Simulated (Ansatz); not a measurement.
# LaInO3 (Pnma): converging the G0W0 gap

Aim: see how the G0W0 gap of LaInO3 (Pnma) on r2SCAN moves with empty bands and screening cutoff, and what each rung costs.

Method: G0W0 on r2SCAN, plane waves, PAW, in Ansatz 0.2.0.

## 1. The starting structure

The structure is orthorhombic, space group Pnma (No. 62). The conventional cell has a = 5.940 Å, b = 8.216 Å, c = 5.723 Å, α = 90.00°, β = 90.00°, γ = 90.00°. Nearest to La lie 8 O at 2.38 to 2.94 Å. Nearest to In lie 6 O at 2.16 to 2.17 Å. Nearest to O lie 2 In at 2.17 Å and 2 La at 2.38 to 2.50 Å. Nearest to O lie 2 In at 2.16 to 2.17 Å and 3 La at 2.40 to 2.94 Å. Farther neighbours and most contacts between anions are not listed.

Geometry: measured cell, ions relaxed with r2SCAN. The runs that relaxed it are not among those shown. Spin-orbit coupling is left out unless a step names it. The default PAW set here is soft_2. Its files were made with PBE.

## 2. 154 empty bands, screening to 39 eV

Now the one-shot GW correction: screening in the RPA, then the self-energy of the levels asked for.

input.yaml reads:

```yaml
crystal:
  lattice:
    - [5.9404, 0.0, 0.0]
    - [0.0, 8.2158, 0.0]
    - [0.0, 0.0, 5.7229]
  atoms:
    - { symbol: La, position: [0.9463878522, 0.25, 0.0153056097] }
    - { symbol: La, position: [0.5536121478, 0.75, 0.5153056097] }
    - { symbol: La, position: [0.4463878522, 0.25, 0.4846943903] }
    - { symbol: La, position: [0.0536121478, 0.75, 0.9846943903] }
    - { symbol: In, position: [0.0, 0.0, 0.5] }
    - { symbol: In, position: [0.5, 0.0, 0.0] }
    - { symbol: In, position: [0.5, 0.5, 0.0] }
    - { symbol: In, position: [0.0, 0.5, 0.5] }
    - { symbol: O, position: [0.0443817441, 0.25, 0.6126999622] }
    - { symbol: O, position: [0.4556182559, 0.75, 0.1126999622] }
    - { symbol: O, position: [0.5443817441, 0.25, 0.8873000378] }
    - { symbol: O, position: [0.9556182559, 0.75, 0.3873000378] }
    - { symbol: O, position: [0.1980525852, 0.0593550042, 0.1955759518] }
    - { symbol: O, position: [0.3019474148, 0.9406449958, 0.6955759518] }
    - { symbol: O, position: [0.6980525852, 0.4406449958, 0.3044240482] }
    - { symbol: O, position: [0.8019474148, 0.5593550042, 0.8044240482] }
    - { symbol: O, position: [0.8019474148, 0.9406449958, 0.8044240482] }
    - { symbol: O, position: [0.6980525852, 0.0593550042, 0.3044240482] }
    - { symbol: O, position: [0.3019474148, 0.5593550042, 0.6955759518] }
    - { symbol: O, position: [0.1980525852, 0.4406449958, 0.1955759518] }
kpoints:
  mp_grid: { grid: [2, 2, 2] }
hamiltonian:
  xc: r2scan
scf:
  occupations: { method: fixed }
gw:
  n_empty_bands: 154
  ecut_chi: 39
  qp_bands: [v4, c4]
  qp_kpoints: band_edges
  screening: { model: contour_deformation }
```

The run is started by

```bash
ansatz run input.yaml --threads 24 --pin off --max-ram 82944MiB --backend cuda --events-out ev --progress --plain --runs-dir out --devices 1 --max-vram 78GiB
```

Numbers of over 12 decimals in the logs are rounded to 6 here.

What it wrote:

```text
GPUs: using 1 of 1 available (devices: 1).
Engine: ansatz 0.2.0, aarch64-unknown-linux-gnu
Pseudopotentials: kind: paw
Pseudopotential: La, paw, valence charge 11, recommended cutoff 500 eV (meta_gga), La.paw.azcp
Pseudopotential: In, paw, valence charge 13, recommended cutoff 500 eV (meta_gga), In.paw.azcp
Pseudopotential: O, paw, valence charge 6, recommended cutoff 500 eV (meta_gga), O.paw.azcp
Functional definition: r2SCAN
  parameter k0 = 0.174
  parameter k1 = 0.065
  parameter a1 = 4.9479
  exchange = r2scan_x(k0 = k0, k1 = k1, a1 = a1)
  correlation = r2scan_c
[...]
Crystal: 20 atoms, lattice volume = 279.307 Å³
Basis set: ecut = 500 eV, 7101 PW (Γ), exchange–correlation on 180×240×180 points (64 copies of the dense FFT grid, shifted against one another)
Bands: 104, of which v1, the nominal top of the filled ones, is band 84 counted from 1 (83 counted from 0)
Symmetry: 8 space group operations
Space group: Pnma (ITA 62), of the structure as read, at distance tolerance 6.5e-5 Å
k-points: 8
Non-local potential: La, projectors of the file, l = 0: 3, l = 1: 2, l = 2: 2, l = 3: 3
Non-local potential: In, projectors of the file, l = 0: 2, l = 1: 2, l = 2: 2, l = 3: 2
Non-local potential: O, projectors of the file, l = 0: 2, l = 1: 2, l = 2: 1
PAW form: soft (Blöchl's): semilocal exchange-correlation on the pseudo side does not see the compensation charge
PAW frozen core: La, regenerated for the run's functional (the file was generated under x = pbe(κ = 0.804, μ = 0.219515), c = pbe(β = 0.066725))
PAW frozen core: In, regenerated for the run's functional (the file was generated under x = pbe(κ = 0.804, μ = 0.219515), c = pbe(β = 0.066725))
PAW frozen core: O, regenerated for the run's functional (the file was generated under x = pbe(κ = 0.804, μ = 0.219515), c = pbe(β = 0.066725))
PAW one-centre angular grid: La, 974 points (default); XC on 160 Gauss nodes
PAW one-centre angular grid: In, 590 points (default); XC on 289 of its mesh's 2783 points in the sphere
PAW one-centre angular grid: O, 302 points (default); XC on 160 Gauss nodes
Initial density: superposition of atomic densities (neutral atoms: chi_scale 0, normalization atom), corrected by the library's trained network
Initial wavefunctions: pseudopotential atomic-orbital guess
[...]
Functional: x = r2scan, c = r2scan; τ floored in thin density (d = 2e-4 eV/Å³)
SCF iter   1: F=—  HF=-54353.308298 eV  |F-HF|=—  |Δ(HF+E_count)|=         —  Δρ=1.29e-2  dr2=5.35e-1  dr2_τ=7.56e-1  ethr=1.77e-3  ⟨swp⟩=4.8  Hψ=2949  notcnv=0  defer=127
preconditioner: auto → Resta (q_TF=auto, 2.507 Å⁻¹)  ε∞=4.7  [insulator: Δε(μ)=3.625 eV  Ē_g=14.650 eV  n_scr=74 (ndim 8)  ℏωp=28.1 eV  f_vac=0.000  ε∞_Penn≈4.7]
SCF iter   2: F=—  HF=-54353.710882 eV  |F-HF|=—  |Δ(HF+E_count)|=   4.03e-1  Δρ=6.14e-3  dr2=7.13e-2  dr2_τ=1.08e-2  ethr=3.18e-4  ⟨swp⟩=3.5  Hψ=1671  notcnv=0  defer=136
SCF iter   3: F=—  HF=-54353.699122 eV  |F-HF|=—  |Δ(HF+E_count)|=   1.18e-2  Δρ=1.87e-3  dr2=6.45e-3  dr2_τ=7.27e-4  ethr=4.24e-5  ⟨swp⟩=4.1  Hψ=1535  notcnv=0  defer=140
SCF iter   4: F=—  HF=-54353.698944 eV  |F-HF|=—  |Δ(HF+E_count)|=   1.78e-4  Δρ=5.36e-4  dr2=4.20e-4  dr2_τ=8.25e-5  ethr=3.84e-6  ⟨swp⟩=3.6  Hψ=1425  notcnv=0  defer=140
SCF iter   5: F=—  HF=-54353.699049 eV  |F-HF|=—  |Δ(HF+E_count)|=   1.05e-4  Δρ=2.50e-4  dr2=1.43e-4  dr2_τ=2.37e-5  ethr=2.50e-7  ⟨swp⟩=2.0  Hψ=1424  notcnv=0  defer=140
SCF iter   6: F=—  HF=-54353.699031 eV  |F-HF|=—  |Δ(HF+E_count)|=   1.75e-5  Δρ=5.31e-5  dr2=6.00e-6  dr2_τ=7.10e-7  ethr=8.53e-8  ⟨swp⟩=2.0  Hψ=1384  notcnv=0  defer=140
SCF iter   7: F=—  HF=-54353.699034 eV  |F-HF|=—  |Δ(HF+E_count)|=   2.78e-6  Δρ=2.23e-5  dr2=1.37e-6  dr2_τ=9.91e-8  ethr=3.57e-9  ⟨swp⟩=2.4  Hψ=1495  notcnv=0  defer=132
SCF iter   8: F=-54353.699034 eV  HF=-54353.699034 eV  |F-HF|=1.40e-8  |Δ(HF+E_count)|=   1.07e-7  Δρ=4.01e-6  dr2=4.40e-8  dr2_τ=1.31e-9  ethr=5.95e-11  ⟨swp⟩=11.0  Hψ=3922  notcnv=0
SCF 1 converged in 8 iterations: F = -54353.699034 eV  dr2 = 4.40e-8
  greatest PAW one-centre occupation: 0.991 electrons in one spin orbital (limit 2), on the In atom at site 6 (counted from 0), in its partial waves of l = 2
[...]
SCF converged after 8 iterations
[...]
1    81      9.3878   -25.7647     4.8029   -20.9682  0.7726     9.3941     9.3941  root
     1    82      9.3878   -25.7647     4.8029   -20.9682  0.7726     9.3941     9.3941  root
     1    83      9.4567   -26.2490     4.6853   -21.5895  0.7773     9.4824     9.4824  root
     1    84      9.4567   -26.2490     4.6853   -21.5895  0.7773     9.4824     9.4824  root
     1    85     14.8950   -14.1274    -4.6542   -21.4003  0.8078    17.6161    17.5137  root ?
     1    86     14.8950   -14.1274    -4.6542   -21.4003  0.8078    17.6161    17.5137  root ?
     1    87     15.1966   -18.6395    -7.8196   -30.7935  0.7614    20.1296    19.5310  root ?
     1    88     15.1966   -18.6395    -7.8196   -30.7935  0.7614    20.1296    19.5310  root ?
     2    81      9.3953   -26.1304     4.7789   -21.3779  0.7741     9.4216     9.4216  root
     2    82      9.3953   -26.1304     4.7789   -21.3779  0.7741     9.4216     9.4216  root
     2    83      9.7064   -27.3509     4.3894   -23.0002  0.7859     9.7451     9.7451  root
     2    84      9.7064   -27.3509     4.3894   -23.0002  0.7859     9.7451     9.7451  root
     2    85     14.2441   -12.5926    -3.3108   -17.4712  0.8290    15.8336    15.8118  root
     2    86     14.2441   -12.5926    -3.3108   -17.4712  0.8290    15.8336    15.8118  root
     2    87     15.2003   -18.7679    -7.8309   -30.9427  0.7610    20.1474    19.5442  root ?
     2    88     15.2003   -18.7679    -7.8309   -30.9427  0.7610    20.1474    19.5442  root ?
     3    81      9.3773   -26.1298     4.6862   -21.4632  0.7754     9.3970     9.3970  root
     3    82      9.3773   -26.1298     4.6862   -21.4632  0.7754     9.3970     9.3970  root
     3    83      9.5907   -26.3759     4.6943   -21.7219  0.7784     9.6311     9.6311  root
     3    84      9.5907   -26.3759     4.6943   -21.7219  0.7784     9.6311     9.6311  root
     3    85     15.1125   -15.5266    -5.8491   -24.7111  0.7900    18.6969    18.4479  root ?
     3    86     15.1125   -15.5266    -5.8491   -24.7111  0.7900    18.6969    18.4479  root ?
     3    87     15.1894   -16.9402    -6.8992   -27.7353  0.7738    19.4892    19.0853  root ?
     3    88     15.1894   -16.9402    -6.8992   -27.7353  0.7738    19.4892    19.0853  root ?
     4    81      9.4046   -25.8531     4.7901   -21.0385  0.7733     9.3801     9.3801  root
     4    82      9.4046   -25.8531     4.7901   -21.0385  0.7733     9.3801     9.3801  root
     4    83      9.5253   -26.5818     4.6369   -21.9788  0.7784     9.5593     9.5593  root
     4    84      9.5253   -26.5818     4.6369   -21.9788  0.7784     9.5593     9.5593  root
     4    85     14.8489   -13.9117    -4.5428   -20.9952  0.8098    17.4820    17.3896  root
     4    86     14.8489   -13.9117    -4.5428   -20.9952  0.8098    17.4820    17.3896  root
     4    87     15.1747   -18.0210    -7.4859   -29.6879  0.7654    19.8780    19.3558  root ?
     4    88     15.1747   -18.0210    -7.4859   -29.6879  0.7654    19.8780    19.3558  root ?
     5    81      9.6386   -26.2548     4.7028   -21.5504  0.7767     9.6370     9.6370  root
     5    82      9.6386   -26.2548     4.7028   -21.5504  0.7767     9.6370     9.6370  root
     5    83      9.6778   -27.3312     4.3689   -23.0218  0.7862     9.7373     9.7374  root
     5    84      9.6778   -27.3312     4.3689   -23.0218  0.7862     9.7373     9.7374  root
     5    85     15.2419   -18.8276    -7.8421   -31.0284  0.7615    20.2077    19.6005  root ?
     5    86     15.2419   -18.8276    -7.8421   -31.0284  0.7615    20.2077    19.6005  root ?
     5    87     15.2512   -19.2954    -8.0535   -31.7703  0.7574    20.3331    19.6726  root ?
     5    88     15.2512   -19.2954    -8.0535   -31.7703  0.7574    20.3331    19.6726  root ?
     6    81      9.3825   -25.9006     4.7233   -21.1795  0.7747     9.3848     9.3848  root
     6    82      9.3825   -25.9006     4.7233   -21.1795  0.7747     9.3848     9.3848  root
     6    83      9.3825   -25.9006     4.7233   -21.1795  0.7747     9.3848     9.3848  root
     6    84      9.3825   -25.9006     4.7233   -21.1795  0.7747     9.3848     9.3848  root
     6    85     15.1424   -16.0675    -6.1590   -25.7122  0.7840    18.9384    18.6282  root ?
     6    86     15.1424   -16.0675    -6.1590   -25.7122  0.7840    18.9384    18.6282  root ?
     6    87     15.1424   -16.0675    -6.1590   -25.7122  0.7840    18.9384    18.6282  root ?
     6    88     15.1424   -16.0675    -6.1590   -25.7122  0.7840    18.9384    18.6282  root ?
     7    81      9.5253   -26.4278     4.6555   -21.7868  0.7777     9.5399     9.5399  root
     7    82      9.5253   -26.4278     4.6555   -21.7868  0.7777     9.5399     9.5399  root
     7    83      9.5253   -26.4278     4.6555   -21.7868  0.7777     9.5399     9.5399  root
     7    84      9.5253   -26.4278     4.6555   -21.7868  0.7777     9.5399     9.5399  root
     7    85     15.2342   -18.9714    -7.9375   -31.2932  0.7597    20.2481    19.6185  root ?
     7    86     15.2342   -18.9714    -7.9375   -31.2932  0.7597    20.2481    19.6185  root ?
     7    87     15.2342   -18.9714    -7.9375   -31.2932  0.7597    20.2481    19.6185  root ?
     7    88     15.2342   -18.9714    -7.9375   -31.2932  0.7597    20.2481    19.6185  root ?
```

Wall time 4.6 s (1 × NVIDIA GB200 (shared by 2 runs) with 24 threads of Arm Neoverse V2, shared host); peak memory 2 GiB.

The column dr2 measures how far the density is from self-consistency, as an energy; F and HF (Harris–Foulkes) agree once it is small.

This step gave:

- bands summed: 238
- RPA ε∞ on this mesh (eigenvalues): 4.112, 4.232, 4.342
- plane waves in the screening matrix: 147
- q-points in the mesh: 8
- G0W0 gap on the mesh: 4.753 eV
- k of the valence top: 0, 0, 0
- k of the conduction bottom: 0, 0, 0
- starting gap on the mesh: 3.554 eV
- Z at the valence top: 0.7857
- Z at the conduction bottom: 0.8340
- least direct G0W0 gap on the computed points: 4.753 eV

The gap on the mesh goes from 3.55 eV to 4.75 eV, a correction of +1.20 eV. Between the two edge states, bare exchange in place of the xc potential would open the gap by 8.58 eV, and correlation takes back 7.38 eV.

## 3. 436 empty bands, screening to 78 eV

Another rung: the empty bands reach about as high as the screening cutoff, so the two stay in balance.

Edit input.yaml of step 2 so:

```diff
@@ -33,4 +33,4 @@
 gw:
-  n_empty_bands: 154
-  ecut_chi: 39
+  n_empty_bands: 436
+  ecut_chi: 78
   qp_bands: [v4, c4]
```

What it wrote:

```text
GPUs: using 1 of 1 available (devices: 1).
[...]
Crystal: 20 atoms, lattice volume = 279.307 Å³
Basis set: ecut = 500 eV, 7101 PW (Γ), exchange–correlation on 180×240×180 points (64 copies of the dense FFT grid, shifted against one another)
Bands: 104, of which v1, the nominal top of the filled ones, is band 84 counted from 1 (83 counted from 0)
Symmetry: 8 space group operations
[...]
k-points: 8
[...]
SCF iter   1: F=—  HF=-54353.308298 eV  |F-HF|=—  |Δ(HF+E_count)|=         —  Δρ=1.29e-2  dr2=5.35e-1  dr2_τ=7.56e-1  ethr=1.77e-3  ⟨swp⟩=4.8  Hψ=2949  notcnv=0  defer=127
[...]
SCF iter   8: F=-54353.699034 eV  HF=-54353.699034 eV  |F-HF|=1.40e-8  |Δ(HF+E_count)|=   1.07e-7  Δρ=4.01e-6  dr2=4.40e-8  dr2_τ=1.31e-9  ethr=5.95e-11  ⟨swp⟩=11.0  Hψ=3922  notcnv=0
SCF 1 converged in 8 iterations: F = -54353.699034 eV  dr2 = 4.40e-8
[...]
SCF converged after 8 iterations
[...]
1    81      9.3878   -25.7647     4.6892   -20.9682  0.7669     9.2804     9.2806  root
     1    82      9.3878   -25.7647     4.6892   -20.9682  0.7669     9.2804     9.2806  root
     1    83      9.4567   -26.2490     4.5675   -21.5895  0.7710     9.3646     9.3648  root
     1    84      9.4567   -26.2490     4.5675   -21.5895  0.7710     9.3646     9.3648  root
     1    85     14.8950   -14.1274    -5.1959   -21.4003  0.8029    17.0303    16.9720  root
     1    86     14.8950   -14.1274    -5.1959   -21.4003  0.8029    17.0303    16.9720  root
     1    87     15.1966   -18.6395    -8.3627   -30.7935  0.7569    19.4105    18.9878  root ?
     1    88     15.1966   -18.6395    -8.3627   -30.7935  0.7569    19.4105    18.9878  root ?
     2    81      9.3953   -26.1304     4.6614   -21.3779  0.7683     9.3041     9.3042  root
     2    82      9.3953   -26.1304     4.6614   -21.3779  0.7683     9.3041     9.3042  root
[...]
2    87     15.2003   -18.7679    -8.3723   -30.9427  0.7565    19.4285    19.0029  root ?
     2    88     15.2003   -18.7679    -8.3723   -30.9427  0.7565    19.4285    19.0029  root ?
[...]
3    85     15.1125   -15.5266    -6.3927   -24.7111  0.7854    18.0572    17.9043  root ?
     3    86     15.1125   -15.5266    -6.3927   -24.7111  0.7854    18.0572    17.9043  root ?
     3    87     15.1894   -16.9402    -7.4705   -27.7353  0.7693    18.8109    18.5140  root ?
     3    88     15.1894   -16.9402    -7.4705   -27.7353  0.7693    18.8109    18.5140  root ?
[...]
7    81      9.5253   -26.4278     4.5492   -21.7868  0.7711     9.4334     9.4336  root
     7    82      9.5253   -26.4278     4.5492   -21.7868  0.7711     9.4334     9.4336  root
     7    83      9.5253   -26.4278     4.5492   -21.7868  0.7711     9.4334     9.4336  root
     7    84      9.5253   -26.4278     4.5492   -21.7868  0.7711     9.4334     9.4336  root
     7    85     15.2342   -18.9714    -8.4784   -31.2932  0.7551    19.5193    19.0775  root ?
     7    86     15.2342   -18.9714    -8.4784   -31.2932  0.7551    19.5193    19.0775  root ?
     7    87     15.2342   -18.9714    -8.4784   -31.2932  0.7551    19.5193    19.0775  root ?
     7    88     15.2342   -18.9714    -8.4784   -31.2932  0.7551    19.5193    19.0775  root ?
```

Elapsed: 7.8 s, on 1 × NVIDIA GB200 (shared by 2 runs) with 24 threads; peak memory 2.7 GiB; 24 s of CPU time.

This step gave:

```yaml
bands_summed: 520
rpa_eps_infinity_on_this_mesh_eigenvalues: 4.153, 4.275, 4.377
plane_waves_in_the_screening_matrix: 431
q_points_in_the_mesh: 8
g0w0_gap_on_the_mesh: 4.442 eV
k_of_the_valence_top: 0, 0, 0
k_of_the_conduction_bottom: 0, 0, 0
starting_gap_on_the_mesh: 3.554 eV
z_at_the_valence_top: 0.7779
z_at_the_conduction_bottom: 0.8282
least_direct_g0w0_gap_on_the_computed_points: 4.442 eV
```

Against the run with 2×2×2 mesh, 154 empty bands, screening to 39 eV, the gap moves by −0.31 eV.

## 4. 940 empty bands, screening to 130 eV

Edit input.yaml of step 3 so:

```diff
@@ -33,4 +33,4 @@
 gw:
-  n_empty_bands: 436
-  ecut_chi: 78
+  n_empty_bands: 940
+  ecut_chi: 130.0
   qp_bands: [v4, c4]
```

What it wrote:

```text
GPUs: using 1 of 1 available (devices: 1).
[...]
Crystal: 20 atoms, lattice volume = 279.307 Å³
Basis set: ecut = 500 eV, 7101 PW (Γ), exchange–correlation on 180×240×180 points (64 copies of the dense FFT grid, shifted against one another)
Bands: 104, of which v1, the nominal top of the filled ones, is band 84 counted from 1 (83 counted from 0)
Symmetry: 8 space group operations
[...]
k-points: 8
[...]
7    83      9.5253   -26.4278     4.2896   -21.7868  0.7664     9.1725     9.1740  root
     7    84      9.5253   -26.4278     4.2896   -21.7868  0.7664     9.1725     9.1740  root
     7    85     15.2342   -18.9714    -8.8072   -31.2932  0.7509    19.1792    18.7487  root ?
     7    86     15.2342   -18.9714    -8.8072   -31.2932  0.7509    19.1792    18.7487  root ?
     7    87     15.2342   -18.9714    -8.8072   -31.2932  0.7509    19.1792    18.7487  root ?
     7    88     15.2342   -18.9714    -8.8072   -31.2932  0.7509    19.1792    18.7487  root ?
[key lines of the parts left out:]
SCF converged after 8 iterations
```

Run time: 18 s. Hardware: 1 × NVIDIA GB200 (shared by 2 runs) with 24 threads; peak memory 4.3 GiB.

This step gave:

| Property | Result |
| --- | --- |
| bands summed | 1024 |
| RPA ε∞ on this mesh (eigenvalues) | 4.120, 4.235, 4.342 |
| plane waves in the screening matrix | 951 |
| G0W0 gap on the mesh | 4.528 eV |
| k of the valence top | 0, 0, 0 |
| k of the conduction bottom | 0, 0, 0 |
| starting gap on the mesh | 3.554 eV |
| least direct G0W0 gap on the computed points | 4.528 eV |

Against the run with 2×2×2 mesh, 436 empty bands, screening to 78 eV, the gap moves by +0.09 eV.

[end of part 1 of 2]

[Paths, hosts, dates, memory and timing lines, banners, echoed tables and standing remarks are left out of the program output.]

[Logs are printed without paths, hosts, clocks, repeated set-up lines and the standing remarks that a program may print on its own settings, such as how far it seeks lower states.]

[Runs of the session that timed out or met a known fault of the program may be left out.]

[Cells called generated may have been cut or substituted from an entry of the Crystallography Open Database or the Materials Project.]

[Hosts, paths, dates, database ids (printed as entryN), source tags and the programs' standing remarks are cut or masked in the printed files.]
